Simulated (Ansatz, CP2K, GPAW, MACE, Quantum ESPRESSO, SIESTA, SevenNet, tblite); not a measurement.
# tblite on amorphous Zn12Cd27Se39 (78 atoms): settings against a plane-wave reference

Aim: run amorphous Zn12Cd27Se39 (78 atoms) in tblite and see how near its forces come to a plane-wave reference, and at what cost.

Main program and level: tblite 0.8.0; the method is named at each step.

## 1. The structure

The cell holds 78 atoms: 12 Zn, 27 Cd and 39 Se. Its edges and angles: a = 12.774 Å, b = 12.774 Å, c = 12.774 Å, α = 90.0°, β = 90.0°, γ = 90.0°. 78 atoms (12 Zn, 27 Cd, 39 Se) placed at random at 5.5 g/cm³, melted at 2500 K for 10 ps at fixed volume with the Stillinger-Weber II-VI potential (Zhou et al., Phys. Rev. B 88, 085309 (2013)). Quenched from 2500 K to 100 K at 50 K/ps and fixed volume, held 5 ps. Then every atom was moved at random, 0.02 Å r.m.s. a Cartesian component.

The yardstick, on the same geometry:

```
method                 : Kohn-Sham DFT, PBE, SSSP efficiency 1.3.0 pseudopotentials, plane waves (Quantum ESPRESSO 7.5); sssp-pbe-1.3.0-efficiency, cutoffs 45/360 Ry, Γ point
r.m.s. force component : 0.4128 eV/Å
longest force          : 1.662 eV/Å
pressure               : 0.6703 GPa
time                   : 28 min on 1 thread of Arm Neoverse V2, shared host
CPU time               : 28 min
```

## 2. GFN1-xTB

Method: GFN1-xTB tight binding, diagonalisation.

Input file run.py:

```python
import numpy as np
from ase.io import read
from tblite.ase import TBLite

atoms = read("structure.xyz")
atoms.calc = TBLite(method="GFN1-xTB", electronic_temperature=580, accuracy=1.0, max_iterations=250, mixer_damping=0.4, verbosity=1)
energy = atoms.get_potential_energy()
forces = atoms.get_forces()
print(f"energy {energy:.6f} eV")
print("forces (eV/A)")
for i, (a, f) in enumerate(zip(atoms, forces)):
    print(f"{i:4d} {a.symbol:2s} {f[0]:10.5f} {f[1]:10.5f} {f[2]:10.5f}")
stress = -atoms.get_stress(voigt=False) * 160.21766
print("stress (GPa, compression positive)")
for row in stress:
    print(" ".join(f"{x:10.4f}" for x in row))
print("charges (e)")
print(np.array2string(atoms.get_charges(), precision=4, suppress_small=True, max_line_width=110, threshold=100000))
```

Input file structure.xyz:

```xyz
78
Lattice="12.77450 0.00000 0.00000 0.00000 12.77450 0.00000 0.00000 0.00000 12.77450" Properties=species:S:1:pos:R:3 pbc="T T T"
Zn 9.02378 9.53859 4.57531
Zn 6.84764 4.45511 11.18765
Zn 9.72535 1.31284 10.14334
Zn 6.92020 0.79432 3.75902
Zn 2.48311 5.62410 8.14873
Zn 0.14882 3.88102 11.40265
Zn 10.33904 0.50970 5.53034
Zn 6.50695 0.55710 12.45641
Zn 5.85340 10.45631 2.40620
Zn 5.10814 3.73450 1.90315
Zn 2.67983 5.89007 3.90772
Zn 0.24565 12.40315 11.14115
Cd 7.00681 5.43849 4.69067
Cd 6.71159 9.11128 11.29930
Cd 9.62686 11.41798 1.07715
Cd 4.12348 2.36673 5.76283
Cd 9.98046 10.16735 9.58598
Cd 11.01328 6.66062 6.74698
Cd 9.39079 3.11826 1.04547
Cd 2.54890 1.11189 1.83940
Cd 4.74969 9.05623 5.63202
Cd 3.42344 2.45398 10.84785
Cd 5.23818 7.96733 1.82356
Cd 6.84394 11.77272 7.42646
Cd 7.92773 7.11527 1.50305
Cd 1.47341 12.55721 4.48053
Cd 3.07303 9.06849 9.14769
Cd 0.18945 3.28381 3.71138
Cd 0.77298 1.98810 7.97257
Cd 10.14525 6.45636 10.63004
Cd 7.93105 3.15645 7.50157
Cd 1.75713 9.55354 2.80055
Cd 0.42782 8.18743 10.47726
Cd 11.77592 6.75107 1.88807
Cd 3.31830 10.98390 12.31883
Cd 0.17463 10.48352 6.98944
Cd 3.18954 6.49238 12.37172
Cd 3.70895 11.85908 8.53426
Cd 7.23803 7.25068 8.08013
Se 9.92195 8.86218 2.18482
Se 11.03653 10.90265 5.17687
Se 3.95320 12.38475 5.83156
Se 3.51184 11.23121 1.99257
Se 4.72209 4.26017 12.33442
Se 6.92582 11.00268 4.65682
Se 7.56749 9.73621 8.99785
Se 4.42113 7.38034 7.74007
Se 7.09713 11.05263 0.38809
Se 9.37137 0.60411 3.04697
Se 3.24689 3.35854 8.25539
Se 9.89615 4.97605 8.45991
Se 11.57651 5.50862 4.12361
Se 11.78601 8.67222 8.37535
Se 12.00445 1.84528 1.79699
Se 1.67742 7.02955 1.89995
Se 5.60072 1.34401 1.83838
[... 18 atom lines left out ...]
Se 7.87420 6.69716 11.65213
Se 2.07279 9.33279 5.41192
Se 12.49819 11.33430 2.31793
Se 0.74373 10.28232 12.24270
```

Command:

```bash
> OMP_NUM_THREADS=1 python run.py > output.txt
```

Output:

```text
------------------------------------------------------------
  cycle        total energy    energy error   density error
------------------------------------------------------------
      1     -164.2774101785  -1.6380655E+02   5.2918824E-01
      2     -149.9988965539   1.4278514E+01   5.4108142E-01
      3     -159.8078564792  -9.8089599E+00   4.0840769E-01
      4     -162.4349088274  -2.6270523E+00   3.3124149E-01
      5     -164.4914775305  -2.0565687E+00   2.0770028E-01
      6     -165.4022214110  -9.1074388E-01   1.3825754E-01
      7     -165.3884059760   1.3815435E-02   1.3073151E-01
      8     -165.8446416410  -4.5623567E-01   8.0775693E-02
      9     -165.9881301226  -1.4348848E-01   5.5562237E-02
     10     -166.0354000614  -4.7269939E-02   3.9672186E-02
     11     -166.0626122457  -2.7212184E-02   2.9843975E-02
     12     -166.0888291783  -2.6216933E-02   1.5827371E-02
     13     -166.0909092320  -2.0800538E-03   1.3778669E-02
     14     -166.0929896123  -2.0803803E-03   1.0352481E-02
     15     -166.0967164058  -3.7267936E-03   4.3770348E-03
     16     -166.0971279331  -4.1152724E-04   3.0428628E-03
     17     -166.0971540258  -2.6092674E-05   2.9714817E-03
     18     -166.0974998744  -3.4584860E-04   9.1939838E-04
     19     -166.0975288573  -2.8982899E-05   3.3851229E-04
     20     -166.0975327680  -3.9107808E-06   1.3910397E-04
     21     -166.0975324242   3.4379141E-07   1.5929720E-04
     22     -166.0975333695  -9.4521513E-07   6.1019373E-05
     23     -166.0975335192  -1.4970524E-07   1.9460426E-05
------------------------------------------------------------
 total:                                   3.376 sec
energy -4519.744102 eV
forces (eV/A)
   0 Zn    0.39018   -0.05021   -0.17132
   1 Zn   -0.11069    0.03926   -0.51798
   2 Zn   -0.01738    0.02235    0.00490
   3 Zn    0.55804   -0.19498   -0.04317
   4 Zn    0.00717    0.17515   -0.60202
   5 Zn   -0.35020   -0.07486    0.06768
   6 Zn   -0.07579   -0.35339   -0.29286
   7 Zn   -0.10714    0.08474   -0.04593
   8 Zn   -0.13968    0.44998    0.14201
   9 Zn    0.07443   -0.22337    0.07397
  10 Zn   -0.50028   -0.19292    0.20332
  11 Zn   -0.04391   -0.17518    0.08061
  12 Cd    0.17505   -0.16205    0.02381
  13 Cd    0.25762   -0.05415    0.46786
  14 Cd    0.80398   -0.10878    0.49110
  15 Cd   -0.07731   -0.21384    0.55386
  16 Cd    0.36077    0.29151    0.23448
  17 Cd    0.40394   -0.59505   -0.72998
  18 Cd    0.82548   -0.23487    0.57197
  19 Cd    0.04373    0.10963   -0.05721
  20 Cd   -0.22063    0.12171   -0.13642
  21 Cd    0.06061    0.24915   -0.29883
  22 Cd    0.20404    0.43676   -1.11886
  23 Cd   -0.11028    0.19629   -0.17444
[...]
70 Se    0.00400    0.26425   -0.19906
  71 Se   -0.01913   -0.36066    0.40649
  72 Se    0.10918   -0.27900   -0.02312
  73 Se   -0.28609    0.06882    0.03200
  74 Se   -0.33209    0.55485   -0.08938
  75 Se   -0.20951   -0.36391    0.26101
  76 Se    0.62037   -0.53216    0.24259
  77 Se    0.15692   -0.46723    0.09275
stress (GPa, compression positive)
    1.8156    -0.2974     0.0498
   -0.2974     1.9725    -0.5282
    0.0498    -0.5282     2.0522
charges (e)
[ 0.132   0.1903  0.1445  0.1646  0.1405  0.16    0.1423  0.1868  0.161   0.1713  0.1852  0.1787  0.1173
  0.1819  0.0611  0.1261  0.1649  0.0791  0.085   0.0739  0.0994  0.1394 -0.0441  0.0845  0.1082  0.0534
  0.0828  0.1056  0.1202  0.1187  0.1156  0.1367  0.1198  0.0844  0.2112  0.1257  0.134   0.0701  0.0862
 -0.1281 -0.1392 -0.1251 -0.1051 -0.1435 -0.1064 -0.0884 -0.11   -0.1421 -0.1246 -0.1348 -0.0996 -0.15
 -0.0829 -0.1033 -0.1404 -0.1647 -0.1677 -0.0912 -0.1204 -0.1274 -0.0962 -0.1389 -0.1041 -0.1294 -0.1105
 -0.1227 -0.1454 -0.116  -0.1206 -0.1217 -0.1242 -0.1375 -0.1212 -0.1067 -0.1318 -0.1086 -0.1032 -0.1645]
```

Wall time 3.9 s (1 thread of Arm Neoverse V2, shared host); peak memory 0.15 GiB.

Banners, paths, timers and routine set-up lines are dropped from the logs unmarked, and long logs keep their key lines alone; longer cuts are marked.

Numbers from this run, and their distance from the reference:

```yaml
r_m_s_force_component: 0.3731 eV/Å
r_m_s_difference_of_force_components: 201.7 meV/Å
longest_difference_of_force_vectors: 1323 meV/Å
force_difference_over_r_m_s_force: 48.86 %
slope_of_forces_against_the_reference_s: 0.7893
correlation_of_force_components: 0.8731
pressure: 1.947 GPa
pressure_difference: 1.276 GPa
```

Length of the force difference by element (eV/Å):

```csv
element,atoms,mean,most
Cd,27,0.28,0.86
Se,39,0.34,1.3
Zn,12,0.20,0.38
```

The surroundings of Cd15, which has 5 bonded neighbours where the commonest count for Cd is 4, nearest first, numbered as they follow in the input and with coordinates relative to it.

```csv
atom,x,y,z,distance (Å),bonds,Mulliken charge (e),Fx,Fy,Fz (eV/Å)
Cd15,0.00,0.00,0.00,0.00,5,0.06,0.80,-0.11,0.49
Se48,-2.53,-0.37,-0.69,2.65,4,-0.14,0.44,0.02,-0.45
Se69,0.94,0.63,-2.50,2.75,4,-0.12,-0.43,0.06,-0.33
Se49,-0.26,1.96,1.97,2.79,4,-0.12,0.06,0.59,-0.18
Se40,0.30,-2.56,1.11,2.80,4,-0.13,-0.38,-0.35,-0.18
Se77,2.87,-0.08,1.24,3.13,3,-0.10,0.62,-0.53,0.24
Zn8,-3.12,1.91,-1.40,3.92,4,0.19,-0.11,0.08,-0.05
Zn1,-0.60,-1.88,3.50,4.02,4,0.13,0.39,-0.05,-0.17
Se54,2.38,3.20,0.72,4.05,2,-0.10,-0.77,0.21,-0.54
Zn9,-3.77,-0.96,1.33,4.11,3,0.16,-0.14,0.45,0.14
```

Atoms are counted from 1 here, from 0 in the log.

Forces lie 49 % from the reference's, at 0.0022 times its CPU time.

## 3. Results

```yaml
force_difference_from_the_reference: tblite GFN1-xTB, 49 %
its_cpu_time: 3.8 s
```

What this shows: Tight binding differs by 49 % (tblite GFN1-xTB); it is another model, with fitted parameters of its own, and the xTB methods hold dispersion. One electronic-structure run takes under half the reference's CPU time: tblite GFN1-xTB, at 49 % in 3.8 s against 28 min. Periodic xTB results under one method name differ between programs and library versions. The reference's pressure holds the uncorrected Pulay stress of its 45 Ry basis, so small pressure differences, and their order, may be the reference's own error. The quench rate of 50 K/ps is many orders above laboratory rates, so the cell is likely richer in defects and strain than a real sample. The network of bonds at the start is that of the classical potential that made the cell, and needn't be the one that DFT or experiment would give. The electronic-structure runs sample only Γ, in a cell whose shortest periodic width is 13 Å, which is coarse for a cell with partly filled levels.

[Also dropped from logs without a mark: logging warnings of Python, and SIESTA's first energy breakdown and zero terms.]

[Logs are printed without paths, hosts, clocks, repeated set-up lines and the standing remarks that a program may print on its own settings, such as how far it seeks lower states.]

[Hosts, paths, dates, database ids (printed as entryN), source tags and the programs' standing remarks are cut or masked in the printed files.]
